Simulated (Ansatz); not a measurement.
# Cl on W(110): change of the work function, part 2 of 5

Aim: the work function of W(110) at several coverages of Cl (longbridge site), and the dipole that each adsorbate carries.

Ansatz 0.2.0; plane-wave DFT, PBE, Ansatz PAW.

So far, work function, upper face (eV): step 2 (the clean slab) 4.84.

### 3. The covered slab, k-mesh 6×6×1, coverage 0.25 ML

System of this step: W16Cl (Cl/W(110)). The cell holds 17 atoms: 16 W and 1 Cl. Its edges and angles: a = 5.473 Å, b = 5.473 Å, c = 26.977 Å, α = 90.0°, β = 90.0°, γ = 70.5°. Vacuum lies along c.

The clean slab as it ended is repeated in the plane and the adsorbate is set on one face; the cell's size fixes the coverage, and the k-mesh shrinks with it to keep the sampling density about even. Adsorbate and upper layers relax, since the dipole depends on the height.

input.yaml reads:

```yaml
crystal:
  lattice:
    - [4.468914857, -3.16, 0.0]
    - [4.468914857, 3.16, 0.0]
    - [0.0, 0.0, 26.9765884158]
  atoms:
    - { symbol: W, position: [0.0, 0.0, 0.3336226161] }
    - { symbol: W, position: [0.25, 0.25, 0.4164521197] }
    - { symbol: W, position: [0.0, 0.0, 0.5006857237] }
    - { symbol: W, position: [0.25, 0.25, 0.5819476258] }
    - { symbol: W, position: [0.0, 0.5, 0.3336226161] }
    - { symbol: W, position: [0.25, 0.75, 0.4164521197] }
    - { symbol: W, position: [0.0, 0.5, 0.5006857237] }
    - { symbol: W, position: [0.25, 0.75, 0.5819476258] }
    - { symbol: W, position: [0.5, 0.0, 0.3336226161] }
    - { symbol: W, position: [0.75, 0.25, 0.4164521197] }
    - { symbol: W, position: [0.5, 0.0, 0.5006857237] }
    - { symbol: W, position: [0.75, 0.25, 0.5819476258] }
    - { symbol: W, position: [0.5, 0.5, 0.3336226161] }
    - { symbol: W, position: [0.75, 0.75, 0.4164521197] }
    - { symbol: W, position: [0.5, 0.5, 0.5006857237] }
    - { symbol: W, position: [0.75, 0.75, 0.5819476258] }
    - { symbol: Cl, position: [0.0, 0.0, 0.6663773839] }
kpoints:
  mp_grid: { grid: [6, 6, 1] }
hamiltonian:
  xc: pbe
scf:
  occupations: { method: fermi_dirac, width: 0.1 }
  convergence: { dr2_threshold: 1.0e-08 }
efield:
  axis: 3
  dipole_correction: true
  ramp_position: 0.97
  ramp_width: 0.06
relax:
  f_tol: 0.02
  max_steps: 60
  constraints: [{ sites: [0, 1, 4, 5, 8, 9, 12, 13] }]
output:
  bader: true
  dos: { projected: true, e_range: [-8, 4] }
  write_potential: true
  write_density: true
  volumetric_format: npy
  elf: true
```

On the command line:

```
ansatz run input.yaml --threads 4 --pin off --max-ram 6144MiB --backend cpu --events-out ev --progress --plain --runs-dir out
```

Standard output:

```text
[...]
Crystal: 17 atoms, lattice volume = 761.914 Å³
Basis set: ecut = 420 eV, 14911 PW (Γ), exchange–correlation on 80×80×384 points (8 copies of the dense FFT grid, shifted against one another)
Bands: 139, of which v1, the nominal top of the filled ones, is band 116 counted from 1 (115 counted from 0)
Symmetry: 4 space group operations
[...]
k-points: 13 of 36
[...]
SCF iter   1: F=—  HF=-167227.749672 eV  |F-HF|=—  |Δ(HF+E_count)|=         —  Δρ=9.07e-3  dr2=7.50e0  ethr=1.77e-3  p=-0.004 e·Å  D=-9.85e-4 V/Å  ΔV_dip=0.03 eV  dr2_dipole=2.41e-2  V_vac-E_F(+/−)=5.05/5.02 eV  ⟨swp⟩=9.7  Hψ=9052  notcnv=0
[...]
SCF iter  10: F=-167227.408361 eV  HF=-167227.408361 eV  |F-HF|=1.48e-8  |Δ(HF+E_count)|=   1.94e-8  Δρ=5.39e-7  dr2=3.11e-9  ethr=4.33e-12  p=-0.023 e·Å  D=-5.44e-3 V/Å  ΔV_dip=0.15 eV  dr2_dipole=7.12e-11  V_vac-E_F(+/−)=5.04/4.90 eV  ⟨swp⟩=12.5  Hψ=13956  notcnv=0
SCF 1 converged in 10 iterations: F = -167227.408361 eV  dr2 = 3.11e-9
[...]
relax step   1: F+E_penalty+E_count = -167227.40836129 eV  Δ(F+E_penalty+E_count) = +0.000e0 eV  max|allowed force component| = 1.145e0 eV/Å  Δτ_max = 0.0000 Å  (10 SCF iters, accepted)
[...]
SCF iter  10: F=-167227.578604 eV  HF=-167227.578604 eV  |F-HF|=4.48e-9  |Δ(HF+E_count)|=   3.22e-8  Δρ=3.41e-7  dr2=1.57e-9  ethr=4.33e-12  p=0.047 e·Å  D=1.12e-2 V/Å  ΔV_dip=-0.30 eV  dr2_dipole=1.81e-12  V_vac-E_F(+/−)=4.59/4.89 eV  ⟨swp⟩=12.5  Hψ=13616  notcnv=0
SCF 2 converged in 10 iterations: F = -167227.578604 eV  dr2 = 1.57e-9
[...]
relax step   2: F+E_penalty+E_count = -167227.57860406 eV  Δ(F+E_penalty+E_count) = -1.702e-1 eV  max|allowed force component| = 4.438e-1 eV/Å  Δτ_max = 0.1977 Å  (10 SCF iters, accepted)
SCF iter   1: F=—  HF=-167227.658765 eV  |F-HF|=—  |Δ(HF+E_count)|=         —  Δρ=4.20e-3  dr2=1.07e0  ethr=2.05e-3  p=0.047 e·Å  D=1.12e-2 V/Å  ΔV_dip=-0.30 eV  dr2_dipole=4.63e-1  V_vac-E_F(+/−)=4.55/4.86 eV  ⟨swp⟩=4.1  Hψ=3588  notcnv=0
[...]
SCF iter  10: F=-167227.603756 eV  HF=-167227.603756 eV  |F-HF|=7.28e-9  |Δ(HF+E_count)|=   1.98e-8  Δρ=3.81e-7  dr2=1.94e-9  ethr=4.33e-12  p=0.098 e·Å  D=2.33e-2 V/Å  ΔV_dip=-0.63 eV  dr2_dipole=1.02e-11  V_vac-E_F(+/−)=4.26/4.89 eV  ⟨swp⟩=12.6  Hψ=13728  notcnv=0
SCF 3 converged in 10 iterations: F = -167227.603756 eV  dr2 = 1.94e-9
relax step   3: F+E_penalty+E_count = -167227.60375581 eV  Δ(F+E_penalty+E_count) = -2.515e-2 eV  max|allowed force component| = 3.659e-1 eV/Å  Δτ_max = 0.1689 Å  (10 SCF iters, accepted)
[...]
relax step   4: F+E_penalty+E_count = -167227.61860573 eV  Δ(F+E_penalty+E_count) = -1.485e-2 eV  max|allowed force component| = 7.376e-2 eV/Å  Δτ_max = 0.0572 Å  (8 SCF iters, accepted)
SCF iter   1: F=—  HF=-167227.618376 eV  |F-HF|=—  |Δ(HF+E_count)|=         —  Δρ=2.31e-4  dr2=6.38e-4  ethr=6.58e-6  p=0.085 e·Å  D=2.01e-2 V/Å  ΔV_dip=-0.54 eV  dr2_dipole=1.01e-4  V_vac-E_F(+/−)=4.35/4.89 eV  ⟨swp⟩=2.2  Hψ=2866  notcnv=0
[...]
SCF iter   7: F=-167227.618951 eV  HF=-167227.618951 eV  |F-HF|=5.24e-9  |Δ(HF+E_count)|=   2.83e-8  Δρ=3.63e-7  dr2=2.75e-9  ethr=4.33e-12  p=0.086 e·Å  D=2.04e-2 V/Å  ΔV_dip=-0.55 eV  dr2_dipole=3.04e-11  V_vac-E_F(+/−)=4.34/4.89 eV  ⟨swp⟩=12.0  Hψ=13287  notcnv=0
SCF 5 converged in 7 iterations: F = -167227.618951 eV  dr2 = 2.75e-9
relax step   5: F+E_penalty+E_count = -167227.61895137 eV  Δ(F+E_penalty+E_count) = -3.456e-4 eV  max|allowed force component| = 1.530e-2 eV/Å  Δτ_max = 0.0052 Å  (7 SCF iters, accepted)
NSCF: frozen V_eff on 13 k-points
[...]
SCF converged after 7 iterations
Free energy (F): -167227.618951 eV
[...]
Internal energy: -167227.238955 eV  (E = F + TS)
E sigma→0 (E₀):  -167227.428953 eV
Entropy (-TS):   -0.379996 eV (-22.353 meV/atom)
Fermi energy:    4.840061 eV
Dipole field:    D = 0.020423 V/Å  (p = 0.085992 e·Å, saw-weighted, corrected)
Work function:   Φ+ = 4.3413 eV   Φ− = 4.8922 eV
[...]
--- Forces (eV/Å), atoms counted from 1 ---
  atom   1  W     -0.00000000    -0.00000000     0.24366248
  atom   2  W     -0.04755832     0.00000000    -0.47132290
  atom   3  W      0.00000000     0.00000000    -0.01054667
  atom   4  W     -0.00457885    -0.00000000     0.00542155
  atom   5  W     -0.00000000    -0.00000000     0.43217793
  atom   6  W      0.00000000    -0.01442676    -0.23435655
  atom   7  W     -0.00000000     0.00000000    -0.01529583
  atom   8  W     -0.00000000     0.00664076     0.00416816
  atom   9  W     -0.00000000     0.00000000     0.43217793
  atom  10  W      0.00000000     0.01442676    -0.23435655
  atom  11  W      0.00000000     0.00000000    -0.01529583
  atom  12  W      0.00000000    -0.00664076     0.00416816
  atom  13  W     -0.00000000     0.00000000     0.31360603
  atom  14  W      0.04755832    -0.00000000    -0.47132290
  atom  15  W     -0.00000000    -0.00000000     0.01503714
  atom  16  W      0.00457885     0.00000000     0.00542155
  atom  17  Cl     0.00000000    -0.00000000    -0.00334129
  max |Σ_I F_I| component: 2.39e-6 eV/Å
--- Band table (eV; the first three rows and the last of 13) ---
  k-point 0: bands = [... 112 lower, 5.3499, 5.4799, 5.5826, 5.6188, 5.6425, 5.7841, 5.9105, 6.2300, ... 19 higher]
  k-point 1: bands = [... 112 lower, 4.8825, 5.0064, 5.0672, 5.4333, 5.6865, 5.8387, 6.0052, 6.1066, ... 19 higher]
  k-point 2: bands = [... 112 lower, 4.2729, 4.4749, 4.8080, 4.9370, 5.1169, 5.3951, 5.4309, 5.6415, ... 19 higher]
  k-point 12: bands = [... 112 lower, 4.0152, 4.0182, 4.2311, 4.2679, 4.2712, 4.2804, 4.6058, 4.6188, ... 19 higher]
--- Relaxed structure (5 steps of the walk, 5 accepted, 0 SCFs on fresh bases) ---
  F+E_penalty+E_count = -167227.61895137 eV   max|allowed force component| = 1.530e-2 eV/Å
  atoms:
    - { symbol: W, position: [0.0, 0.0, 0.333623] }
    - { symbol: W, position: [0.250000, 0.250000, 0.416452] }
    - { symbol: W, position: [0, 0, 0.500203] }
    - { symbol: W, position: [0.254526, 0.254526, 0.582361] }
    - { symbol: W, position: [-8.326673e-17, 0.5, 0.333623] }
    - { symbol: W, position: [0.250000, 0.75, 0.416452] }
    - { symbol: W, position: [-8.326673e-17, 0.5, 0.501253] }
    - { symbol: W, position: [0.254156, 0.745844, 0.582044] }
    - { symbol: W, position: [0.5, -8.326673e-17, 0.333623] }
    - { symbol: W, position: [0.75, 0.250000, 0.416452] }
    - { symbol: W, position: [0.5, -8.326673e-17, 0.501253] }
    - { symbol: W, position: [0.745844, 0.254156, 0.582044] }
    - { symbol: W, position: [0.500000, 0.500000, 0.333623] }
    - { symbol: W, position: [0.750000, 0.750000, 0.416452] }
    - { symbol: W, position: [0.500000, 0.500000, 0.499252] }
    - { symbol: W, position: [0.745474, 0.745474, 0.582361] }
    - { symbol: Cl, position: [1.953694e-18, 1.953694e-18, 0.654717] }
--- Bader charges: 17 sites ---
  site symbol  charge [e]  shift [e]
     0      W     -0.0629     0.0000
     1      W      0.0553     0.0000
     2      W      0.0627     0.0000
     3      W      0.0438     0.0000
     4      W     -0.0540     0.0000
     5      W      0.0545     0.0000
     6      W      0.0826     0.0000
     7      W      0.1361     0.0003
     8      W     -0.0540     0.0000
     9      W      0.0545     0.0000
    10      W      0.0826     0.0000
    11      W      0.1362     0.0003
    12      W     -0.0552     0.0000
    13      W      0.0553     0.0000
    14      W      0.0150     0.0000
    15      W      0.0439     0.0000
    16     Cl     -0.5964     0.0007
  estimated error of the sums over rays = 6.8e-4 e
```

Run time: 5.3 min. Hardware: 4 threads of Arm Neoverse V1, shared host; peak memory 2.8 GiB; 21 min of CPU time.

This run has no spin polarisation although its electron count is odd.

Step by step:

| step | energy less that of the first step (eV) | largest force component (eV/Å) |
| --- | --- | --- |
| 1 | 0.0000 | 1.1449 |
| 2 | -0.1702 | 0.4438 |
| 3 | -0.1954 | 0.3659 |
| 4 | -0.2102 | 0.0738 |
| 5 | -0.2106 | 0.0153 |

Forces are held to the 4 operations that the program found; a distortion that breaks them can't arise in this run.

The atoms that moved most (Å):

| atom | dx | dy | dz | length |
| --- | --- | --- | --- | --- |
| Cl17 | 0.000 | 0.000 | -0.315 | 0.315 |
| W4 | 0.040 | 0.000 | 0.011 | 0.042 |
| W16 | -0.040 | 0.000 | 0.011 | 0.042 |
| W15 | 0.000 | 0.000 | -0.039 | 0.039 |
| W12 | 0.000 | 0.026 | 0.003 | 0.026 |
| W8 | 0.000 | -0.026 | 0.003 | 0.026 |
| W7 | 0.000 | 0.000 | 0.015 | 0.015 |
| W11 | 0.000 | 0.000 | 0.015 | 0.015 |

Final coordinates:

```xyz
17
Lattice="4.4689 -3.1600 0.0000 4.4689 3.1600 0.0000 0.0000 0.0000 26.9766" Properties=species:S:1:pos:R:3
W     0.0000    0.0000    9.0000
W     2.2345    0.0000   11.2345
W     0.0000    0.0000   13.4938
W     2.2749    0.0000   15.7101
W     2.2345    1.5800    9.0000
W     4.4689    1.5800   11.2345
W     2.2345    1.5800   13.5221
W     4.4689    1.5537   15.7016
W     2.2345   -1.5800    9.0000
W     4.4689   -1.5800   11.2345
W     2.2345   -1.5800   13.5221
W     4.4689   -1.5537   15.7016
W     4.4689    0.0000    9.0000
W     6.7034    0.0000   11.2345
W     4.4689    0.0000   13.4681
W     6.6629    0.0000   15.7101
Cl    0.0000    0.0000   17.6620
```

Read from the output:

* energy at zero smearing: -167227.4290 eV
* work function, upper face: 4.341 eV
* work function, lower face: 4.892 eV
* dipole along the normal: 0.08599 e·Å
* step between the vacuum levels: -0.5509 eV

Running mean over 2.234 Å of the planar mean; the ramp of the sawtooth is left out. The electron's electrostatic potential energy less the Fermi level by z:

z (Å), electron's electrostatic potential energy less the Fermi level (eV) and a bar from the least value:
```
        4        4.9 ##############################
        5        4.9 ##############################
        6        4.7 ##############################
        7        3.3 ###########################
        8       -5.8 ############
        9      -12.2 #
       10      -12.6 #
       11      -12.7 
       12      -12.5 #
       13      -12.6 #
       14      -12.9 
       15      -12.9 
       16      -12.1 #
       17       -4.6 ##############
       18        1.4 ########################
       19        3.5 ############################
       20        4.3 #############################
       21        4.3 #############################
       22        4.3 #############################
       23        4.3 #############################
```

The density of states has structure finer than the step of the table below, so its rows give means over 0.5 eV. Peaks (eV: height): -4.54: 25.7, -3.10: 33.7, -2.89: 29.3, -2.77: 25.1, -2.68: 31.0, -2.62: 34.0, -2.08: 33.5.

Density of states against energy, zero at the Fermi level; means over each step:

energy (eV), density of states (states/eV a cell) and a bar:
```
     -7.5        2.2 
     -7.0        2.7 #
     -6.5        6.2 ######
     -6.0       11.3 #############
     -5.5       10.6 ############
     -5.0       11.7 #############
     -4.5       17.8 ######################
     -4.0       11.8 #############
     -3.5       12.4 ##############
     -3.0       23.6 ##############################
     -2.5       21.0 ##########################
     -2.0       21.3 ###########################
     -1.5       18.8 #######################
     -1.0       12.0 ##############
     -0.5       11.4 #############
      0.0       11.4 #############
      0.5       13.4 ################
      1.0       17.3 #####################
      1.5       19.6 ########################
```

Projected DOS per atom over height of the atomic layer and energy from the Fermi level. Layers: W4 W4 W4 W4 Cl from below.

Ten even steps from '0' (0.04 states/eV) to '9' (3.69 states/eV), each cell a mean:
```
23330
22230
21230
21120
21020
21120
31020
42130
42230
33230
33330
23420
11110
11221
23321
12211
02103
01119
00006
00002
00000
00000
```
Columns: height of the atomic layer (Å) from 9 to 17.7 (not evenly spaced); rows upwards: energy from the Fermi level (eV) from -7.96 to 1.84.

Electrostatic potential energy in the ca plane at fractional y = 0.000, with atoms of W and Cl within 0.2 Å of it. With pseudopotentials it is smooth inside the atoms' cores, unlike the true potential.

Ten even steps from '0' (-59 eV) to '9' (9 eV), each cell a mean:
```
00048999998510027999998411379999999999999999
32468998998742358999898754689999999999999999
77789988899877789998899988999999999999999999
88899988899988899998899999999999999999999999
76789988899876789998899999999999999999999999
32368998999742258999999999999999999999999999
00048999998510027999999999999999999999999999
00038999998500016899999999999999999999999999
10258999998620137999999999999999999999999999
55689988899865578998999999999999999999999999
88899988899988889998899999999999999999999999
88899988899988889998899999999999999999999999
54579988899864578998899876899999999999999999
10258999998620147999998632489999999999999999
00038999998400027999998410269999999999999999
```
Columns run along c (16.0 Å, from fractional 0.32 to 0.92 of the cell; values clipped at the 3rd and 97th percentile), rows up along a (5.5 Å). Atoms in or near the plane, at fractional coordinates: W at (0.33, 0.00), W at (0.50, 0.00), W at (0.33, 0.50), W at (0.50, 0.50), Cl at (0.65, 0.00).

Valence density in the ca plane at fractional y = 0.000, with atoms of W and Cl within 0.2 Å of it. It is the smooth field of the valence electrons, not physical close to the nuclei.

Values in e/Å³, 8 rows by 16 columns, each cell a mean:
```
4.0 0.9 0.3 0.3 2.7 2.7 0.3 0.3 1.0 1.3 0.2 0.0 0.0 0.0 0.0 0.0
0.7 0.3 0.4 0.3 0.5 0.5 0.3 0.3 0.3 0.3 0.0 0.0 0.0 0.0 0.0 0.0
1.3 0.4 0.3 0.3 0.8 0.9 0.3 0.3 0.1 0.0 0.0 0.0 0.0 0.0 0.0 0.0
4.6 1.1 0.3 0.3 3.1 3.4 0.4 0.3 0.1 0.0 0.0 0.0 0.0 0.0 0.0 0.0
4.0 0.9 0.3 0.3 2.6 2.8 0.3 0.3 0.1 0.0 0.0 0.0 0.0 0.0 0.0 0.0
0.7 0.3 0.4 0.3 0.5 0.5 0.3 0.3 0.1 0.1 0.0 0.0 0.0 0.0 0.0 0.0
1.3 0.4 0.3 0.3 0.8 0.9 0.3 0.3 0.5 0.6 0.1 0.0 0.0 0.0 0.0 0.0
4.6 1.1 0.3 0.3 3.2 3.3 0.3 0.3 1.1 1.2 0.2 0.0 0.0 0.0 0.0 0.0
```
Columns run along c (16.0 Å, from fractional 0.32 to 0.92 of the cell), rows up along a (5.5 Å). Atoms in or near the plane, at fractional coordinates: W at (0.33, 0.00), W at (0.50, 0.00), W at (0.33, 0.50), W at (0.50, 0.50), Cl at (0.65, 0.00).

ELF in the ca plane at fractional y = 0.000, with atoms of W and Cl within 0.2 Å of it. It is the smooth field of the valence electrons, not physical close to the nuclei.

Ten even steps from '0' (0.00) to '9' (0.89), each cell a mean:
```
64653543443474563444237876998520000000000000
67633533443257632443325899997410000000000000
44334443444334324444323688875210000000000000
43345444445443344444442245542100000000000000
44334443444334323444443211100000000000000000
67633543443257742444454310000000000000000000
64653543443474573444455420000000000000000000
51553544443572373444455421000000000000000000
77743543443367752444455310000000000000000000
55424433444235523444444210000000000000000000
43345444445433334444443222221000000000000000
43335444445433334444432467763100000000000000
55424433444235523444324799986310000000000000
76743543443377752443226888998520000000000000
51553544453561373454337854898520000000000000
```
Columns run along c (16.0 Å, from fractional 0.32 to 0.92 of the cell), rows up along a (5.5 Å). Atoms in or near the plane, at fractional coordinates: W at (0.33, 0.00), W at (0.50, 0.00), W at (0.33, 0.50), W at (0.50, 0.50), Cl at (0.65, 0.00).

The relaxation took 5 steps and lowered the energy by 0.21 eV; the largest force on the free atoms ends at 0.015 eV/Å.

By hand: a sheet of dipoles makes a step −p/(ε₀A) in the electron's potential. With e/ε₀ = 180.95 V·Å, p = 0.08599 e·Å and A = 28.24 Å², that is −180.95 × (0.08599) / 28.24 = -0.551 eV, and the two vacuum levels of the run differ by -0.551 eV.

The covered face has 4.34 eV, -0.50 eV against the clean one; the bare back face has moved by -0.01 eV, a measure of how thin the slab is.

(Part 2 of 5 ends here.)

[Long decimals in the printed logs are rounded to 6 places.]

[Logs are printed without paths, hosts, clocks, repeated set-up lines and the standing remarks that a program may print on its own settings, such as how far it seeks lower states.]

[Hosts, paths, dates, database ids (printed as entryN), source tags and the programs' standing remarks are cut or masked in the printed files.]

[Maps of the electrostatic potential energy from Ansatz leave out the sawtooth potential of an applied field or a dipole correction, so their vacuum need not be flat; planar profiles and work functions include it.]

[The density of states shown here was stored with 400 of the rows of the run's finer table, so its peaks can read low, often by over a quarter, or be missed, and its means over a window can be off by a tenth or more.]
